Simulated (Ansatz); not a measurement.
# Phonon transport in Tm (P6_3/mmc), part 3 of 3

How well does the lattice of Tm conduct heat?

Ansatz 0.2.0; DFT PBE, scalar-relativistic, plane waves, norm-conserving pseudopotentials, 4f in core.

So far, highest frequency (cm⁻¹): step 5 (a first look at the harmonic spectrum) 119. The relaxed cell has a = 3.546, c = 5.503 Å (conventional setting).

### Step 6. Third-order constants and the Boltzmann equation (continued)

No LO-TO term. The phonon branches at the labelled points (cm⁻¹):

```
    point  branch 1  branch 2  branch 3  branch 4  branch 5  branch 6
        Γ         0         0         0        70        70       119
  halfway        45        46        70        85        88       118
        M        60        68        98        98       101       110
  halfway        70        74        90        99       103       104
        K        83        83        89        89        97       105
  halfway        51        58        70        91        91       116
        Γ         0         0         0        70        70       119
  halfway        27        27        45        65        65       110
        A        50        50        50        50        84        84
  halfway        64        64        66        66        92        92
        L        64        64        75        75       107       107
  halfway        56        56        85        85       104       104
        H        52        52        95        95        99        99
  halfway        60        60        74        74        95        95
        A        50        50        50        50        84        84
jump to L        64        64        75        75       107       107
  halfway        61        64        86        91       104       109
        M        60        68        98        98       101       110
jump to K        83        83        89        89        97       105
  halfway        66        66        95        96        96       101
        H        52        52        95        95        99        99
```

The phonon branches as a text plot (rows in cm⁻¹):

```
    117 |******          *******
    112 |      ***              *                          **
    107 |         * *** *                ****           ***  *
    102 |       ****   **        *      *    ** **        *** *
     97 |     **** ******              *       *  **       ******
     92 |    ***  *      *        *   *       * *   *     ** *
     87 |    **    ***    *          *       *   *   **  **
     82 |   **      ****   *       **       *     *    *
     77 |  *       **   *  **     *      ***            **   *
     72 |**       **   ***  ***         *          *    *     *
     67 |       ***     *      **     ***           *   ** **
     62 |      ***        *      *    *  ***       ***  * ***
     57 |   * **         *          **      **   **  **  *     *
     52 |    *           * *      ***         ***     **        *
     47 |  *              *     * *
     42 |                 *
     37 |   *              **    *
     32 | **               *
     27 |  *                *   *
     22 | *                 *
     17 |**                  * *
     12 |*                   * *
      7 |*
      2 |                     *
         Γ      M    K        Γ   A       L    H       A|L M|K  H
```

W/m/K. Kappa, by row:

```
T (K)  RTA xx  RTA yy  RTA zz  full xx  full yy  full zz  coherence part xx  coherence part yy  coherence part zz     ending  iterations  least Ritz value
   50   41.15   41.15   53.63    51.94    51.94    69.23           0.007007           0.007007           0.003712  converged          11             0.419
  100   22.94   22.94   30.43    28.84    28.84    39.15             0.0156             0.0156            0.01022  converged          11             0.421
  150   15.69   15.69   20.88    19.71    19.71    26.86             0.0208             0.0208            0.01533  converged          11             0.421
  200   11.89   11.89   15.83    14.92    14.92    20.36            0.02409            0.02409            0.01946  converged          11             0.421
  300   7.988   7.988   10.65    10.02    10.02    13.69            0.02774            0.02774            0.02572  converged          11             0.421
  400   6.014   6.014   8.016    7.541    7.541     10.3            0.02973            0.02973            0.03032  converged          11             0.421
  500   4.824   4.824   6.431    6.046    6.046    8.263            0.03113            0.03113            0.03399  converged          11             0.421
  600   4.029   4.029   5.371    5.048    5.048    6.899            0.03226            0.03226            0.03714  converged          11             0.421
  800   3.033   3.033   4.046    3.798    3.798    5.193            0.03415            0.03415            0.04262  converged          11             0.421
 1000   2.436   2.436   3.251    3.048    3.048    4.169            0.03578            0.03578            0.04743  converged          11             0.421
```

The lattice thermal conductivity by temperature:

```
temperature (K)  RTA xx (W/m/K)  RTA zz (W/m/K)  full xx (W/m/K)  full zz (W/m/K)
             50            41.1            53.6             51.9             69.2
            100            22.9            30.4             28.8             39.1
            150            15.7            20.9             19.7             26.9
            200            11.9            15.8             14.9             20.4
            300            7.99            10.7             10.0             13.7
            400            6.01            8.02             7.54             10.3
            500            4.82            6.43             6.05             8.26
            600            4.03            5.37             5.05             6.90
            800            3.03            4.05             3.80             5.19
           1000            2.44            3.25             3.05             4.17
```

Phonopy on the run's constants, 19x19x11 mesh, Gaussian sigma 2.0 cm⁻¹. Modes, Tm against wavenumber; read off at these points:

```
wavenumber (cm⁻¹)  modes, Tm (1/cm⁻¹/cell)
             -5.0                   5.6e-6
              0.0                   1.5e-4
              5.0                   2.7e-5
             10.0                   7.7e-4
             15.0                  0.00173
             20.0                  0.00307
             25.0                  0.00397
             30.0                  0.00795
             35.0                   0.0113
             40.0                   0.0167
             45.0                   0.0234
             50.0                   0.0469
             55.0                   0.0881
             58.2                   0.0924
             60.0                   0.0910
             65.0                   0.0824
             70.0                   0.0788
             75.0                   0.0814
             80.0                   0.0886
             85.0                   0.0951
             90.0                   0.0884
             95.0                   0.0900
            100.0                    0.116
            105.0                   0.0928
            110.0                   0.0541
            115.0                   0.0262
            120.0                  0.00861
            125.0                   6.0e-5
            130.0                        0
```

Distinct triplets, nearest first. Third order norms, by row:

```
   sites  side 1 (Å)  side 2 (Å)  side 3 (Å)  norm of the 27 components (eV/Å³)
Tm-Tm-Tm           0           0           0                               4.33
Tm-Tm-Tm           0        3.43        3.43                              4.037
Tm-Tm-Tm        3.43        3.43        3.55                              0.401
Tm-Tm-Tm           0        3.55        3.55                              3.816
Tm-Tm-Tm        3.55        3.55        3.55                              0.466
```

RTA, 300 K. Kappa by branch, by row:

```
branch (by rank)  mean frequency (THz)  mean rms speed (km/s)  median lifetime (ps)  share of kappa
               1                  1.61                   0.97                  7.89           0.115
               2                  1.82                   1.16                  18.4           0.234
               3                   2.3                   1.17                  23.2           0.331
               4                  2.57                   0.87                  23.1           0.174
               5                  2.79                    0.8                    10           0.124
               6                  3.21                   0.63                  3.08           0.022
```

Spectral kappa at 300 K against frequency; read off at these points; values in W/m/K/THz:

```
frequency (THz)  relaxation time (W/m/K/THz)  full solution (W/m/K/THz)
           0.05                            0                          0
           0.25                        0.570                      0.586
           0.35                        0.598                      0.567
           0.45                         1.27                       1.25
           0.55                        0.628                      0.627
           0.65                         1.29                       1.35
           0.75                        0.427                      0.424
           0.85                        0.835                      0.959
           1.05                        0.790                       1.11
           1.25                        0.797                       1.29
           1.35                        0.887                       1.53
           1.55                         1.95                       3.14
           1.75                         5.14                       6.87
           1.85                         4.75                       6.00
           2.05                         7.88                       9.40
           2.25                         7.49                       8.78
           2.35                         7.85                       9.37
           2.55                         5.88                       6.91
           2.75                         3.48                       4.90
           2.85                         1.98                       3.03
           3.05                        0.521                      0.973
           3.25                        0.295                      0.881
           3.35                       0.0828                      0.227
           3.55                       0.0123                     0.0565
```

Relaxation-time solution. The share of κ carried by shorter paths by mean free path:

```
mean free path (nm)   50 K  300 K  1000 K
              0.464      0      0   0.002
              0.681      0      0   0.005
                  1      0  0.001   0.009
               1.47      0  0.002    0.02
               2.15      0  0.005   0.039
               3.16      0  0.008   0.081
               4.64      0  0.018   0.168
               6.81  0.001  0.036   0.324
                 10  0.002  0.072   0.608
               14.7  0.003  0.154   0.791
               21.5  0.006  0.295   0.893
               31.6  0.012   0.55    0.96
               46.4  0.029  0.773   0.975
               68.1  0.061  0.887   0.986
                100  0.138   0.96   0.996
                147  0.283  0.975       1
                215  0.531  0.984       1
                316  0.749   0.99       1
                464  0.863      1       1
                681  0.926      1       1
               1000  0.949      1       1
               1470  0.963      1       1
               2150  0.985      1       1
               3160      1      1       1
```

300 K; a sample spread over frequency. Mode lifetimes, by row, the first 40 of 90 rows:

```
    q1      q2      q3  branch  frequency (THz)  rms speed (km/s)  three-phonon rate (1/ps)  isotope rate (1/ps)  lifetime (ps)  mean free path (nm)
     0  0.0476       0       1            0.281               1.8                   0.00537                    0            186                  334
     0  0.0952  0.0909       2            0.673              1.82                    0.0564                    0           17.7                 32.2
     0  0.0476  0.2727       1            0.927              1.67                    0.0847                    0           11.8                 19.7
     0  0.0952  0.2727       2             1.08               1.7                     0.149                    0           6.73                 11.4
0.0476  0.0476  0.1818       3            1.198              2.61                    0.0917                    0           10.9                 28.5
     0  0.1429       0       3            1.305              2.59                     0.131                    0           7.64                 19.7
     0       0  0.4545       1            1.381              1.36                     0.126                    0           7.93                 10.8
0.1429  0.1905  0.1818       1            1.446              0.91                     0.221                    0           4.53                  4.1
0.0952  0.0952  0.0909       3            1.503              2.23                     0.125                    0           7.98                 17.8
0.0476  0.2857  0.2727       1             1.54              0.65                     0.233                    0           4.28                 2.79
0.1905  0.2381  0.2727       1            1.569              0.59                     0.232                    0           4.31                 2.57
0.2381  0.2857  0.4545       1            1.592              0.48                     0.168                    0           5.94                 2.87
0.1905  0.3333  0.4545       1            1.618              0.63                      0.17                    0           5.89                 3.68
0.0952  0.1429  0.3636       2             1.65              1.37                    0.0765                    0           13.1                   18
0.0952  0.0952  0.4545       2            1.673              1.26                     0.091                    0             11                 13.8
     0  0.2381  0.3636       2             1.69              1.26                    0.0778                    0           12.8                 16.2
     0   0.381       0       1            1.712              0.48                    0.0605                    0           16.5                 7.86
0.0952  0.4286  0.4545       1             1.74              0.94                     0.159                    0            6.3                 5.91
0.2381   0.381  0.2727       1            1.763              1.19                     0.125                    0           7.98                 9.47
0.0952  0.1429  0.0909       3            1.784              1.94                    0.0346                    0           28.9                 56.1
0.0476  0.2857  0.4545       1            1.805              1.32                     0.179                    0           5.58                 7.35
0.1429  0.4286  0.4545       2            1.821              1.38                     0.133                    0           7.53                 10.4
     0  0.4762  0.4545       1             1.85               0.8                     0.139                    0           7.18                 5.75
0.1905  0.2381       0       1            1.873              1.22                    0.0373                    0           26.8                 32.7
     0  0.4286  0.2727       2            1.901              0.61                    0.0455                    0             22                 13.4
0.0952  0.2857  0.2727       2            1.922              1.08                    0.0343                    0           29.2                 31.5
0.1905  0.1905  0.0909       2            1.946              1.29                    0.0165                    0           60.5                 78.2
0.1905  0.1905  0.3636       2            1.972              0.43                     0.055                    0           18.2                 7.87
0.0952  0.1429  0.4545       3            1.997              1.12                    0.0531                    0           18.8                   21
0.0952   0.381  0.0909       2            2.022              0.88                    0.0402                    0           24.9                 21.8
0.0952   0.381  0.1818       2             2.04              1.07                    0.0378                    0           26.4                 28.2
0.2381  0.2857  0.0909       1            2.063              1.43                    0.0412                    0           24.2                 34.6
0.0952  0.4286       0       2            2.089              0.48                    0.0398                    0           25.1                   12
     0   0.381  0.4545       3            2.115              1.02                    0.0325                    0           30.8                 31.3
0.0952  0.4286  0.3636       2            2.141              1.41                    0.0543                    0           18.4                 25.9
0.1429   0.381  0.0909       2            2.166              1.03                    0.0285                    0             35                 36.1
0.0476   0.381  0.4545       3            2.191              1.04                    0.0344                    0           29.1                 30.2
0.1429   0.381  0.2727       2            2.218              0.67                    0.0327                    0           30.6                 20.4
0.1905   0.381       0       2            2.251              0.83                    0.0246                    0           40.6                 33.7
     0  0.1905  0.3636       5            2.274              1.84                    0.0398                    0           25.2                 46.3
```

Without the LO-TO term. Gamma linewidths, by row:

```
branch  frequency (cm⁻¹)  three-phonon rate (1/ps)  isotope rate (1/ps)  FWHM (cm⁻¹)
     4              69.9                    0.0755                    0        0.401
     5              69.9                    0.0755                    0        0.401
     6               119                     0.656                    0         3.48
```

W/m/K, third of the trace; RTA populations with a boundary rate v/L added to each mode (Matthiessen's rule). Kappa by grain size, by row:

```
T (K)   bulk  10 nm  30 nm  100 nm  300 nm  1000 nm  10000 nm  100000 nm
  100  25.42  3.025  6.851   13.23   18.92    22.82     25.11      25.39
  300  8.847   2.45  4.481   6.654   7.901    8.523     8.812      8.844
  600  4.442  1.854   2.92   3.784   4.184    4.358     4.434      4.442
```

At 300 K the relaxation-time value is 8.88 W/(m K).

### Step 7. Outcome

| Quantity | Value |
| --- | --- |
| highest frequency | 119.2 cm⁻¹ |
| Debye temperature from the second moment | 153 K |
| κ at 300 K (relaxation time) | 8.875 W/m/K |
| κ at 300 K (full solution) | 11.24 W/m/K |
| mean free path at half of κ | 29.9 nm |
| share of κ above the three lowest branches | 0.32 |

The lattice of Tm conducts 11.2 W/(m K) at 300 K by PBE (mean over directions, full solution). The full solution lies +27 % from the relaxation-time value at 300 K, a sign that momentum-conserving scattering matters. Above 300 K the relaxation-time κ falls as T^-0.99, near the 1/T law of three-phonon scattering. The tensor is anisotropic, with a ratio of 1.4 between its largest and smallest diagonal entries. Grains of 100 nm would keep 75 % of the bulk value at 300 K, and grains of 1 µm 96 %. This is a metal: electrons carry heat too and also scatter phonons, and neither is in this figure, so it is the lattice part alone, without the scattering by electrons that would lower it. The sum rules changed one orbit of cubic constants by up to 8 %. Below 100 K the values hang on the q-mesh and, in a real crystal, on its size. The conductivities include the coherence part between close branches; the shares for grains, isotopes, branches and paths are of the relaxation-time populations alone. Cubic couplings among atoms farther apart than the pair cutoff are dropped, and neither the cutoff nor the q-mesh was shown to be converged here. The 4f electrons are frozen in the core as for a trivalent ion, so valence changes and magnetic order are left out.

[Logs are printed without paths, hosts, clocks, repeated set-up lines and the standing remarks that a program may print on its own settings, such as how far it seeks lower states.]

[Hosts, paths, dates, database ids (printed as entryN), source tags and the programs' standing remarks are cut or masked in the printed files.]

[A step with changed settings may run another functional than the one named; its input shows which.]
